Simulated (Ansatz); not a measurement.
# CeO2 (Fm-3m): spin-orbit coupling beyond the local functionals

Wanted: gaps of CeO2 (Fm-3m) with and without spin-orbit coupling, with cost.

Main program and level: Ansatz 0.2.0; density functionals with and without spin-orbit coupling, plane waves, PAW.

**The experiments to reproduce.**

- Gap 3.54 ± 0.63 eV: direct optical gap from Tauc plot; spectroscopic ellipsometry; film (polycrystalline ALD film, about 24 nm, on Si, about 22% Ce3+) on Si (“Structural, Chemical and Optical Properties of Cerium Dioxide Film Prepared by Atomic Layer Deposition on TiN and Si Substrates”, 2017, arxiv:1705.04071).

- Gap 3.05 ± 0.22 eV: indirect optical gap from Tauc plot; spectroscopic ellipsometry; film (polycrystalline ALD film, about 24 nm, on TiN, about 18% Ce3+) on TiN (“Structural, Chemical and Optical Properties of Cerium Dioxide Film Prepared by Atomic Layer Deposition on TiN and Si Substrates”, 2017, arxiv:1705.04071).

- Gap 3.25 ± 0.05 eV: O 2p to Ce 4f charge-transfer optical gap from Tauc plot; diffuse reflectance, Tauc plot; powder (“Strengths of covalent bonds in LnO2 determined from O K-edge XANES spectra using a Hubbard model”, 2023, pmc:10646950).

- Gap 3.27 eV: optical gap from UV-vis absorption, direct-gap analysis; UV-vis absorption; powder (synthesised powder, particles about 50-200 nm) (“Observation of Fast Low‐Temperature Oxygen Ion Conduction in CeO2/β"‐Al2O3 Heterostructure”, 2024, pmc:11425223).

- Gap 3.63 ± 0.18 eV: direct optical gap from Tauc plot; spectroscopic ellipsometry; film (polycrystalline ALD film, about 24 nm, on TiN, about 18% Ce3+) on TiN (“Structural, Chemical and Optical Properties of Cerium Dioxide Film Prepared by Atomic Layer Deposition on TiN and Si Substrates”, 2017, arxiv:1705.04071).

In doubt: the elements are of a kind flagged for part-filled d or f shells, though by formal charges that shell is empty here, so the flag may not apply; the elements are of a kind flagged for part-filled d or f shells, though by formal charges that shell is empty here, so the flag may not apply.

**1. Set-up**

It takes space group Fm-3m (No. 225, cubic). The conventional cell has a = 5.407 Å, b = 5.407 Å, c = 5.407 Å, α = 90.00°, β = 90.00°, γ = 90.00°. Nearest to Ce lie 8 O at 2.34 Å. O has 4 Ce at 2.34 Å nearest. Farther neighbours and most contacts between anions are not listed.

The cell and positions come from the Crystallography Open Database and are kept as given unless a step says otherwise. Spin-orbit coupling is left out unless a step names it.

**2. HSE06, 4×4×4 mesh**

This step: DFT, HSE06, plane waves, PAW; PAW set soft_1.

input.yaml reads:

```yaml
crystal:
  lattice:
    - [0.0, 2.70365, 2.70365]
    - [2.70365, 0.0, 2.70365]
    - [2.70365, 2.70365, 0.0]
  atoms:
    - { symbol: Ce, position: [0.0, 0.0, 0.0] }
    - { symbol: O, position: [0.25, 0.25, 0.25] }
    - { symbol: O, position: [0.75, 0.75, 0.75] }
kpoints:
  mp_grid: { grid: [4, 4, 4] }
  band_path:
    path:
      - [0.0, 0.0, 0.0]
      - [0.5, 0.0, 0.5]
      - [0.625, 0.25, 0.625]
      - [0.375, 0.375, 0.75]
      - [0.5, 0.5, 0.5]
      - [0.5, 0.25, 0.75]
      - [0.2625, 0.2625, 0.525]
    npoints: 1
hamiltonian:
  xc: hse06
  pseudopotentials: { kind: paw, azcp: { folder: soft_1 } }
scf:
  occupations: { method: fixed }
  n_extra_bands: 5
output:
  eigenvalues: true
  write_density: true
  write_potential: true
  elf: true
  volumetric_format: npy
```

On the command line:

```console
> ansatz run input.yaml --threads 3 --pin off --max-ram 92160MiB --backend cuda --events-out ev --progress --plain --runs-dir out --devices 1 --max-vram 13GiB
```

Numbers of over 12 decimals in the logs are rounded to 6 here.

The log of the run:

```text
scf.n_extra_bands = 5 over 12 filled bands (N_el = 24.0): the run solves 17 bands
GPUs: using 1 of 1 available (devices: 1).
Engine: ansatz 0.2.0, x86_64-unknown-linux-gnu
Pseudopotentials: kind: paw
Pseudopotential: Ce, paw, valence charge 12, recommended cutoff 420 eV (normal), soft_1/Ce.paw.azcp
Pseudopotential: O, paw, valence charge 6, recommended cutoff 420 eV (normal), soft_1/O.paw.azcp
Functional definition: HSE06
  parameter a = 0.25
  parameter omega = 0.11/bohr
  exchange = pbe_x - a*pbe_x_sr(omega) + a*exact_x_sr(omega)
  correlation = pbe_c
davidson cushion auto → on  (no smearing: the cushion is to keep the highest requested band from converging to the state above it; pin scf.eigensolver.cushion to override)
device memory: the entry about to start is reckoned to put 0.8 GiB on a device that reports 53.5 GiB free (of which the cap on the GPU budget leaves the run 13.0 GiB)
GPU FFT provider: cuFFT
GPU libraries: cuBLAS 13.8.2, cuFFT 12.4.0, cuSOLVER 12.3.4
Crystal: 3 atoms, lattice volume = 39.526 Å³
Basis set: ecut = 420 eV, 749 PW (Γ)
Bands: 17, of which v1, the nominal top of the filled ones, is band 12 counted from 1 (11 counted from 0)
Symmetry: 48 space group operations
Space group: Fm-3m (ITA 225), of the structure as read, at distance tolerance 3.4e-5 Å
k-points: 8 of 64
Non-local potential: Ce, projectors of the file, l = 0: 3, l = 1: 2, l = 2: 2, l = 3: 3
Non-local potential: O, projectors of the file, l = 0: 2, l = 1: 2, l = 2: 1
PAW form: soft (Blöchl's): semilocal exchange-correlation on the pseudo side does not see the compensation charge
PAW frozen core: Ce, regenerated for the run's functional, and the local potential with it (the file was generated under x = pbe(κ = 0.804, μ = 0.219515), c = pbe(β = 0.066725))
PAW frozen core: O, regenerated for the run's functional, and the local potential with it (the file was generated under x = pbe(κ = 0.804, μ = 0.219515), c = pbe(β = 0.066725))
PAW one-centre angular grid: Ce, 590 points (default); XC on 64 Gauss nodes
PAW one-centre angular grid: O, 110 points (default); XC on 96 Gauss nodes
Initial density: superposition of atomic densities (chi_scale 0.1, normalization cell, long waves kept (reshape's long-wave potential 0.00 eV rms))
Initial wavefunctions: pseudopotential atomic-orbital guess
GPU buffer pool allocated for 19683 grid points (all kernels)
GPU transforms: local potential and band sums: pruned to the plane-wave sphere, on 25×25×25
Functional: x = pbe(κ = 0.804, μ = 0.219515), c = pbe(β = 0.066725), warm-up for x = pbe(κ = 0.804, μ = 0.219515) + 0.25 (exact − pbe) at short range (hse, ω = 0.207870 Å⁻¹), c = pbe(β = 0.066725); HSE06 as pw.x's `hse` composes it (authors' and Libxc's form: `xc: wpbeh`)
[...]
preconditioner: auto → none  [insulator: Δε(μ)=3.593 eV  Ē_g=12.719 eV  n_scr=14 (ndim 8)  ℏωp=27.7 eV  f_vac=0.040]
SCF iter   2: F=—  HF=-7718.910013 eV  |F-HF|=—  |Δ(HF+E_count)|=   5.45e-6  Δρ=8.15e-5  dr2=1.64e-6  ethr=3.49e-8  ⟨swp⟩=4.4  Hψ=528  notcnv=0
SCF iter   3: F=—  HF=-7718.910020 eV  |F-HF|=—  |Δ(HF+E_count)|=   6.93e-6  Δρ=8.98e-5  dr2=3.73e-6  ethr=4.75e-9  ⟨swp⟩=4.8  Hψ=505  notcnv=0
SCF iter   4: F=—  HF=-7718.910019 eV  |F-HF|=—  |Δ(HF+E_count)|=   1.03e-6  Δρ=3.19e-5  dr2=4.28e-7  ethr=4.75e-9  ⟨swp⟩=4.1  Hψ=471  notcnv=0
SCF iter   5: F=—  HF=-7718.910019 eV  |F-HF|=—  |Δ(HF+E_count)|=   7.08e-8  Δρ=1.33e-5  dr2=1.06e-7  ethr=1.70e-9  ⟨swp⟩=2.1  Hψ=305  notcnv=0
iter 6 solved again at ethr=1.00e-12 eV; its pass at ethr=3.58e-10 eV (dr2=1.80e-10 eV) is discarded
SCF iter   6: F=-7718.910019 eV  HF=-7718.910019 eV  |F-HF|=1.95e-10  |Δ(HF+E_count)|=   1.76e-8  Δρ=9.37e-7  dr2=2.65e-8  ethr=1.00e-12  ⟨swp⟩=5.0  Hψ=888  notcnv=0
SCF 3 converged in 6 iterations: F = -7718.910019 eV  dr2 = 2.65e-8
hybrid outer 2: dexx = +6.447e-6 eV, tail = 1.08e-7 eV, Δε = 8.98e-3 eV (about 2.50e-4 eV left of the loop's levels)
the search or the solves at the SCF's close seem to have found levels that the self-consistency loop had missed (the run counts 2). By its estimate they hold under 1e-12 electrons; where the run keeps them, the occupations were computed again with them
device memory: the entry about to start is reckoned to put 0.3 GiB on a device that reports 48.8 GiB free (of which the cap on the GPU budget leaves the run 13.0 GiB)
NSCF: frozen V_eff on 7 k-points
hybrid SCF converged: 2 outer / 13 inner (+5 warm-up), last move |dexx| = 6.45e-6 eV, tail = 1.08e-7 eV
Stability not checked: this state was not tested for a lower state beside it, because the functional holds exact exchange (a hybrid, or Hartree-Fock), whose exchange loop this test does not read (fock_operator; see scf.lower_state_search)
Free energy (F): -7718.910019 eV
Frozen-core exchange: fock
Harris-Foulkes:  -7718.910019 eV  (|F-HF|=1.95e-10)
Internal energy: -7718.910019 eV  (E = F + TS)
E sigma→0 (E₀):  -7718.910019 eV
Fermi energy:    10.032715 eV
--- Per-component energies (eV) ---
  E_band       = -20.780544
  E_kinetic    = 585.662172
  E_local      = -910.466792  (includes V_loc(G=0)·N_el)
  E_nonlocal   = 188.032096
  E_hartree    = 340.678148
  E_xc         = -238.354925
  E_vxc        = -289.444491  (∫ρ·V_xc dr)
  E_exx        = -63.892125  (= α·E_x^exact, valence–valence)
  E_paw        = -5889.759008  (= ΣΔE_a)
  E_vpaw       = -148.134927  (= ΣTr[D̂ρ^β])
  E_aug_tail   = 0.001508  (compensation charges beyond the density's cutoff)
  E_ewald      = -1730.615845
  E_core_change = -0.195248  (= ΣΔE_core)
  E_smearing   = -0.000000  (= −TS)
  E_closure    = -0.000000  (closes the sum)
  Σ components = -7718.910019   (vs F -7718.910019, Δ=-9.09e-13)
--- Band table (eV; the first three rows and the last of 8) ---
  k-point 0: bands = [... 8 lower, 5.6814, 9.4084, 9.4084, 9.4084, 14.1208, 14.1389, 14.1389, 14.1389, ... 1 higher]
  k-point 1: bands = [... 8 lower, 7.1435, 8.9441, 9.1927, 9.1927, 14.0339, 14.0339, 14.1280, 14.1446, ... 1 higher]
  k-point 2: bands = [... 8 lower, 8.5718, 8.6552, 9.1518, 9.1518, 13.6225, 13.9299, 13.9299, 14.1502, ... 1 higher]
  k-point 7: bands = [... 8 lower, 8.8174, 8.8174, 9.2499, 9.2576, 13.7224, 13.9179, 13.9179, 14.1981, ... 1 higher]
```

The job ended after 13 s (1 × NVIDIA H100 80GB HBM3 (shared by 6 runs) with 3 threads of AMD EPYC 7R13 (Zen 3), shared host; peak memory 1 GiB).

Reading the cycles: dr2 is the Hartree energy of the density residual (eV), the measure of convergence; HF is the Harris–Foulkes estimate of the energy, which meets the free energy F at convergence.

This step gave:

| Property | Result |
| --- | --- |
| gap | 3.586 eV |
| valence top at | k = (0.263, 0.263, 0.525) |
| conduction bottom at | L |
| least direct gap | 3.748 eV |
| exact-exchange fraction | 0.25 |

The gap is indirect, with the least direct gap 0.16 eV higher.

**3. HSE06+SOC, 4×4×4 mesh**

The many-body steps leave out spin-orbit coupling, so its effect is taken from a two-component run, with twice the bands.

This step: DFT, HSE06 with spin-orbit coupling, plane waves, PAW; PAW set soft_1.

input.yaml, the sections that differ from step 2:

```yaml
hamiltonian:
  xc: hse06
  pseudopotentials: { kind: paw_fr, azcp: { folder: soft_1 } }
scf:
  occupations: { method: fixed }
  n_extra_bands: 10
magnetization:
  noncollinear: true
  spin_orbit: true
output:
  eigenvalues: true
# crystal, kpoints: as in step 2
```

The log of the run:

```text
[...]
GPUs: using 1 of 1 available (devices: 1).
[...]
non-collinear run that drives no moment, with spin-orbit: no starting moment large enough to seed its density (crystal.atoms[].spin), no starting occupations that ask for one, no magnetisation constraint and no magnetic field, so the semilocal B_xc is pinned to zero
[...]
GPU FFT provider: cuFFT
GPU libraries: cuBLAS 13.8.2, cuFFT 12.4.0, cuSOLVER 12.3.4
Crystal: 3 atoms, lattice volume = 39.526 Å³
Basis set: ecut = 420 eV, 749 PW (Γ)
Bands: 34, of which v1, the nominal top of the filled ones, is band 24 counted from 1 (23 counted from 0)
Symmetry: 48 space group operations + 48 with time reversal
[...]
k-points: 8 of 64
Projection manifold: j_resolved (fully-relativistic pseudo-atomic orbitals)
[...]
GPU buffer pool allocated for 19683 grid points (all kernels)
[...]
SCF iter   1: F=—  HF=-7721.812776 eV  |F-HF|=—  |Δ(HF+E_count)|=         —  Δρ=4.67e-2  dr2=6.26e-1  dr2_m=0.00e0 (ungated)  ethr=1.00e-1  |M|=0.00e0 ∫|m|=0.00e0 μB  |m|>n=0.0e0 m-floor=0.0e0 τ_xc=0.0e0  β_m=0.30  ⟨swp⟩=2.5  Hψ=1074  notcnv=0
[...]
SCF iter   7: F=-7721.938930 eV  HF=-7721.939038 eV  |F-HF|=1.08e-4  |Δ(HF+E_count)|=   3.31e-3  Δρ=6.28e-4  dr2=1.33e-4  dr2_m=0.00e0 (ungated)  ethr=6.86e-6  |M|=0.00e0 ∫|m|=0.00e0 μB  |m|>n=0.0e0 m-floor=0.0e0 τ_xc=0.0e0  ⟨swp⟩=4.2  Hψ=925  notcnv=0
SCF 1 stopped early in 7 iterations: F = -7721.938930 eV  dr2 = 1.33e-4
[...]
GPU FFT provider: cuFFT
GPU libraries: cuBLAS 13.8.2, cuFFT 12.4.0, cuSOLVER 12.3.4
Projection manifold: j_resolved (fully-relativistic pseudo-atomic orbitals)
[...]
GPU buffer pool allocated for 19683 grid points (all kernels)
[...]
Frozen-core exchange: fock
SCF iter   1: F=—  HF=-7717.941888 eV  |F-HF|=—  |Δ(HF+E_count)|=         —  Δρ=5.33e-2  dr2=1.60e0  dr2_m=0.00e0 (ungated)  ethr=5.55e-6  |M|=0.00e0 ∫|m|=0.00e0 μB  |m|>n=0.0e0 m-floor=0.0e0 τ_xc=0.0e0  β_m=0.30  ⟨swp⟩=9.1  Hψ=1732  notcnv=0
[...]
SCF iter   9: F=-7717.544803 eV  HF=-7717.544824 eV  |F-HF|=2.11e-5  |Δ(HF+E_count)|=   1.03e-4  Δρ=2.15e-4  dr2=2.97e-5  dr2_m=0.00e0 (ungated)  ethr=1.40e-7  |M|=0.00e0 ∫|m|=0.00e0 μB  |m|>n=0.0e0 m-floor=0.0e0 τ_xc=0.0e0  ⟨swp⟩=4.0  Hψ=991  notcnv=0
SCF 2 stopped early in 9 iterations: F = -7717.544803 eV  dr2 = 2.97e-5
[...]
hybrid outer 1: dexx = +5.052e-2 eV, tail = 1.75e-4 eV
GPU FFT provider: cuFFT
GPU libraries: cuBLAS 13.8.2, cuFFT 12.4.0, cuSOLVER 12.3.4
Projection manifold: j_resolved (fully-relativistic pseudo-atomic orbitals)
GPU buffer pool allocated for 19683 grid points (all kernels)
[...]
Frozen-core exchange: fock
SCF iter   1: F=—  HF=-7717.544337 eV  |F-HF|=—  |Δ(HF+E_count)|=         —  Δρ=2.80e-4  dr2=3.34e-5  dr2_m=0.00e0 (ungated)  ethr=3.64e-6  |M|=0.00e0 ∫|m|=0.00e0 μB  |m|>n=0.0e0 m-floor=0.0e0 τ_xc=0.0e0  β_m=0.30  ⟨swp⟩=2.9  Hψ=622  notcnv=0
[...]
SCF iter   4: F=-7717.544344 eV  HF=-7717.544344 eV  |F-HF|=6.33e-9  |Δ(HF+E_count)|=   2.85e-6  Δρ=8.12e-6  dr2=4.59e-8  dr2_m=0.00e0 (ungated)  ethr=4.01e-11  |M|=0.00e0 ∫|m|=0.00e0 μB  |m|>n=0.0e0 m-floor=0.0e0 τ_xc=0.0e0  ⟨swp⟩=4.5  Hψ=1743  notcnv=0
SCF 3 converged in 4 iterations: F = -7717.544344 eV  dr2 = 4.59e-8
[...]
NSCF: frozen V_eff on 7 k-points
[...]
Magnetization: |M| = 0.0000 μB,  M = (+0.0000, +0.0000, +0.0000) μB
Absolute magnetization: 0.0000 μB (∫|m|)
  site 0: m = (+0.0000, +0.0000, +0.0000) μB, |m| = 0.0000 μB  (R = 0.97 Å)
  site 1: m = (+0.0000, +0.0000, +0.0000) μB, |m| = 0.0000 μB  (R = 0.97 Å)
  site 2: m = (+0.0000, +0.0000, +0.0000) μB, |m| = 0.0000 μB  (R = 0.97 Å)
Free energy (F): -7717.544344 eV
Frozen-core exchange: fock
[...]
Internal energy: -7717.544344 eV  (E = F + TS)
E sigma→0 (E₀):  -7717.544344 eV
Fermi energy:    10.025039 eV
[...]
--- Band table (eV; the first three rows and the last of 8) ---
  k-point 0: bands = [... 20 lower, 9.4286, 9.4286, 9.4286, 9.4286, 13.9441, 13.9441, 14.1387, 14.1387, ... 6 higher]
  k-point 1: bands = [... 20 lower, 9.1384, 9.1384, 9.2367, 9.2367, 13.8921, 13.8921, 14.0478, 14.0478, ... 6 higher]
  k-point 2: bands = [... 20 lower, 9.0758, 9.0758, 9.2406, 9.2406, 13.5601, 13.5601, 13.9382, 13.9382, ... 6 higher]
  k-point 7: bands = [... 20 lower, 9.2369, 9.2369, 9.2475, 9.2475, 13.6333, 13.6333, 13.8803, 13.8803, ... 6 higher]
```

Wall time 38 s (1 × NVIDIA H100 80GB HBM3 (shared by 6 runs) with 3 threads); peak memory 1.4 GiB.

Numbers from this step:

| Item | Value |
| --- | --- |
| gap | 3.531 eV |
| valence top at | k = (0.263, 0.263, 0.525) |
| conduction bottom at | L |
| least direct gap | 3.692 eV |
| exact-exchange fraction | 0.25 |

The gap stands −0.06 eV against HSE06.

**4. Together**

Times are wall times on 1 × NVIDIA H100 80GB HBM3 (shared by 6 runs) with 3 threads of AMD EPYC 7R13 (Zen 3), shared host, good to a factor of about two.

```
level  gap (eV)  with coupling (eV)  change (eV)  time  with coupling
HSE06      3.59                3.53        −0.06  13 s           38 s
```

**5. Results**

| Quantity | Value |
| --- | --- |
| HSE06 | 3.59 eV |
| HSE06+SOC | 3.53 eV |

**Reading.** Spin-orbit coupling changes the gap by −0.06 eV and the least direct gap by −0.06 eV. Against experiment, by HSE06+SOC: the direct gap of 3.69 eV lies +0.15 eV from the measured 3.54 ± 0.63 eV (direct, on Si, 2017); the gap of 3.53 eV lies +0.48 eV from the measured 3.05 ± 0.22 eV (indirect, on TiN, 2017); the gap of 3.53 eV lies +0.28 eV from the measured 3.25 ± 0.05 eV (optical, 2023); the direct gap of 3.69 eV lies +0.42 eV from the measured 3.27 eV (direct, 2024); the direct gap of 3.69 eV lies +0.06 eV from the measured 3.63 ± 0.18 eV (direct, on TiN, 2017). An exciton line or allowed optical edge lies below the quasiparticle gap by the binding energy; a forbidden edge can push the onset above it. The lattice is static and excitons are left out. The runs have no spin polarisation. For a closed low-spin shell that is the natural state; where a d or f shell is open it is a constraint, and the gap is then not the crystal's own.

[Paths, hosts, dates, memory and timing lines, banners, echoed tables and standing remarks are left out of the program output.]

[Logs are printed without paths, hosts, clocks, repeated set-up lines and the standing remarks that a program may print on its own settings, such as how far it seeks lower states.]

[Runs of the session that timed out or met a known fault of the program may be left out.]

[Cells called generated may have been cut or substituted from an entry of the Crystallography Open Database or the Materials Project.]

[Hosts, paths, dates, database ids (printed as entryN), source tags and the programs' standing remarks are cut or masked in the printed files.]
